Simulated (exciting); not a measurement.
# BiBrO: the O K edge from the Bethe–Salpeter equation, part 3 of 3

Wanted: the near-edge spectrum and the bound core excitons at the O K edge of BiBrO.

exciting sodium; X-ray absorption, core-level Bethe-Salpeter equation, exchange and statically screened direct term, Tamm-Dancoff, all-electron LAPW+lo LDA.

So far. Step 5 (Independent particles): Maxima (height): 3.0 eV (0.63), 6.7 eV (0.19), 10.3 eV (0.18), 12.6 eV (0.15) and 15.1 eV (0.23). The spectrum differs from the singlet run by 83 % r.m.s. Moving the earlier curve by +1.9 eV leaves 30 %. The highest maximum lies at 3.0 eV (0.63), against 1.0 eV (1.00). Step 6 (Exchange alone): Maxima (height): 3.1 eV (0.62), 6.7 eV (0.20), 10.3 eV (0.18), 12.6 eV (0.15) and 15.1 eV (0.23). The spectrum differs from the independent-particle run by 5 % r.m.s.

The database entry behind the starting cell differs from later determinations by our own check (0.1 to 0.3 % short, probably kX units), so it need not match the best structure at ambient conditions.

### Step 8. Local-field cutoff (continued)

These settings are cheaper. The spectrum differs from the singlet run by 11 % r.m.s. The highest maximum lies at 1.1 eV (0.93), against 1.0 eV (1.00). The first bright state moves from -0.26 to -0.22 eV. The kernels miss the short-range part of the Coulomb interaction, its components above their cutoff.

```tsv
E (eV)	first run	this run
-3.0	0.02	0.02
-2.0	0.04	0.03
-1.0	0.08	0.07
0.0	0.29	0.24
1.0	1.00	0.90
2.0	0.48	0.52
3.0	0.24	0.26
4.0	0.10	0.10
5.0	0.07	0.07
6.0	0.19	0.20
7.0	0.10	0.11
8.0	0.09	0.09
9.0	0.13	0.13
10.0	0.16	0.17
11.0	0.13	0.14
12.0	0.13	0.13
13.0	0.12	0.13
14.0	0.18	0.19
15.0	0.15	0.16
16.0	0.11	0.12
17.0	0.09	0.10
18.0	0.10	0.11
```

### Step 9. Coarser mesh

Changed against the first singlet run: k mesh from 3×3×2 to 2×2×1.

The input, input.xml:

```
<input>
  <title>BiBrO</title>
  <structure speciespath="." autormt="false" epslat="1.0e-5">
    <crystal>
      <basevect>7.4001675027 0.0000000000 0.0000000000</basevect>
      <basevect>0.0000000000 7.4001675027 0.0000000000</basevect>
      <basevect>0.0000000000 0.0000000000 15.2633179058</basevect>
    </crystal>
    <species speciesfile="Bi.xml" rmt="2.240">
      <atom coord="0.5000000000 0.0000000000 0.8460000000"/>
      <atom coord="0.0000000000 0.5000000000 0.1540000000"/>
    </species>
    <species speciesfile="Br.xml" rmt="2.300">
      <atom coord="0.5000000000 0.0000000000 0.3470000000"/>
      <atom coord="0.0000000000 0.5000000000 0.6530000000"/>
    </species>
    <species speciesfile="O.xml" rmt="2.012">
      <atom coord="0.5000000000 0.5000000000 0.0000000000"/>
      <atom coord="0.0000000000 0.0000000000 0.0000000000"/>
    </species>
  </structure>
  <groundstate do="skip" xctype="LDA_PW" ngridk="4 4 2" rgkmax="7" gmaxvr="14" nempty="8" swidth="0.001" maxscl="100" epsengy="1e-5"/>
  <xs xstype="BSE" ngridk="2 2 1" ngridq="2 2 1" vkloff="0.097 0.273 0.493" rgkmax="7" nempty="46" gqmax="3" lmaxapwwf="5" lmaxemat="2" broad="0.01654" tevout="true">
    <energywindow intv="18.044 19.661" points="439"/>
    <screening screentype="full" nempty="75"/>
    <BSE xas="true" xasspecies="3" xasatom="1" xasedge="K" bsetype="singlet" nstlxas="1 42"/>
    <qpointset>
      <qpoint>0 0 0</qpoint>
    </qpointset>
    <plan>
      <doonly task="xsgeneigvec"/>
      <doonly task="writepmatxs"/>
      <doonly task="scrgeneigvec"/>
      <doonly task="scrwritepmat"/>
      <doonly task="screen"/>
      <doonly task="scrcoulint"/>
      <doonly task="exccoulint"/>
    </plan>
  </xs>
</input>
```

The input, input.xml for the last start (plan only):

```
  <plan>
    <doonly task="bse"/>
  </plan>
```

The run is started by

```bash
> OMP_NUM_THREADS=1 mpirun -n 4 exciting
> OMP_NUM_THREADS=4 exciting
```

Numbers of over 12 decimals in the logs are rounded to 6 here.

Log:

```text
| EXCITING SODIUM started for task xsgeneigvec ( 301)                          =
One-shot GS runs for BSE calculations
One-shot GS runs for k+qmt/2 grids
Info(xsgeneigvec): Generating eigenvectors for Q-point      1
Info(xsgeneigvec): Generation of eigenvectors finished
| EXCITING SODIUM started for task writepmatxs ( 320)                          =
Info(writepmatxs): Momentum matrix elements finished
| EXCITING SODIUM started for task scrgeneigvec ( 401)                         =
One-shot GS runs for BSE calculations
One-shot GS runs for k+qmt/2 grids
[...]
Info(setup_bse_block): Setting up RR part of hamiltonian
Info(setup_bse_block): Singlet spin state
Info(bse): Diagonalizing RR Hamiltonian (TDA)
Info(bse): Invoking Lapack routine ZHEEVR
       336 eigen solutions found in the interval:
         i1=       1 i2=     336
Info(bse): Writing excition energies and oscillator strengths to text file.
Info(makespectrum_dist): Making spectrum using formula for coupling with time reversed AR basis.
Info(makespectrum_dist): Using formalism for vanishing momentum transfer.
Info(writederived): Writing quantities derived from the macroscopic dielectric function.
Info(bselauncher): Spectrum finished for iqmt=  1
Info(bselauncher): All done for BSE type singlet
```

Wall time 2.2 min (4 MPI ranks of Arm Neoverse V1, shared host).

These settings are cheaper. Against the singlet run the r.m.s. difference is 15 %. The highest maximum lies at 1.2 eV (0.86), against 1.0 eV (1.00). The first bright state moves from -0.26 to -0.21 eV. The lowest bare transition of this run lies at 0.65 eV, against 0.41. A coarse mesh samples few band energies, and it inflates the long-range part of the attraction.

```tsv
E (eV)	first run	this run
-3.0	0.02	0.02
-2.0	0.04	0.04
-1.0	0.08	0.09
0.0	0.29	0.36
1.0	1.00	0.84
2.0	0.48	0.49
3.0	0.24	0.26
4.0	0.10	0.08
5.0	0.07	0.06
6.0	0.19	0.10
7.0	0.10	0.19
8.0	0.09	0.11
9.0	0.13	0.12
10.0	0.16	0.17
11.0	0.13	0.12
12.0	0.13	0.10
13.0	0.12	0.10
14.0	0.18	0.16
15.0	0.15	0.15
16.0	0.11	0.12
17.0	0.09	0.13
18.0	0.10	0.11
```

### Step 10. The levels of theory side by side

```tsv
level	curve passes 0.15 (eV)	highest maximum (eV)	its height
IP	1.2	3.0	0.63
RPA	1.3	3.1	0.62
singlet	-0.4	1.0	1.00
```

```tsv
E (eV)	IP	RPA	singlet
-3.0	0.01	0.01	0.02
-2.0	0.01	0.01	0.04
-1.0	0.02	0.02	0.08
0.0	0.04	0.04	0.29
1.0	0.12	0.11	1.00
2.0	0.37	0.34	0.48
3.0	0.63	0.61	0.24
4.0	0.46	0.48	0.10
5.0	0.12	0.13	0.07
6.0	0.11	0.11	0.19
7.0	0.18	0.19	0.10
8.0	0.11	0.11	0.09
9.0	0.10	0.10	0.13
10.0	0.16	0.16	0.16
11.0	0.16	0.16	0.13
12.0	0.12	0.13	0.13
13.0	0.14	0.14	0.12
14.0	0.15	0.15	0.18
15.0	0.22	0.23	0.15
16.0	0.18	0.18	0.11
17.0	0.13	0.14	0.09
18.0	0.14	0.14	0.10
```

### Step 11. What came out

```
absorber and edge   : O K, atom 5
surroundings        : 4 Bi at 2.32 Å (tetrahedral, site symmetry -4m2)
first bright state  : -0.26 eV from the Kohn–Sham onset, on this mesh
highest maximum     : 1.0 eV
cost of the BSE run : 9.2 min on 4 MPI ranks of Arm Neoverse V1, shared host; the last task ran on as many threads
```

In words: Is a core exciton bound? Undecided on this mesh: the first bright state (over 5 % of the brightest) lies at -0.26 eV from the Kohn–Sham onset and at -0.67 eV from the lowest bare transition of its own mesh. Changing the half width (eV) from 0.45 to 1.35 alters the spectrum by 40 % r.m.s. Exchange alone changes the independent-particle spectrum by 5 % r.m.s. With 18 k points the binding energies are rough, and fine structure above the first lines is partly noise of the mesh. The kernel cutoff is low for a compact core orbital, so the effect of exchange is a lower bound. The zero comes from the unshifted 4×4×2 ground-state mesh; it is exact only where the band minimum lies on that mesh. The Kohn–Sham onset, 503 eV, is no photon energy: the scale needs a rigid shift. Bands and screening come from semilocal DFT, whose small gap overscreens. Vibrations and energy-dependent lifetimes are left out. The structure is a published determination, not relaxed.

[Banner, clock and machine lines of the logs are left out without a mark of their own.]

[Logs are printed without paths, hosts, clocks, repeated set-up lines and the standing remarks that a program may print on its own settings, such as how far it seeks lower states.]

[Hosts, paths, dates, database ids (printed as entryN), source tags and the programs' standing remarks are cut or masked in the printed files.]
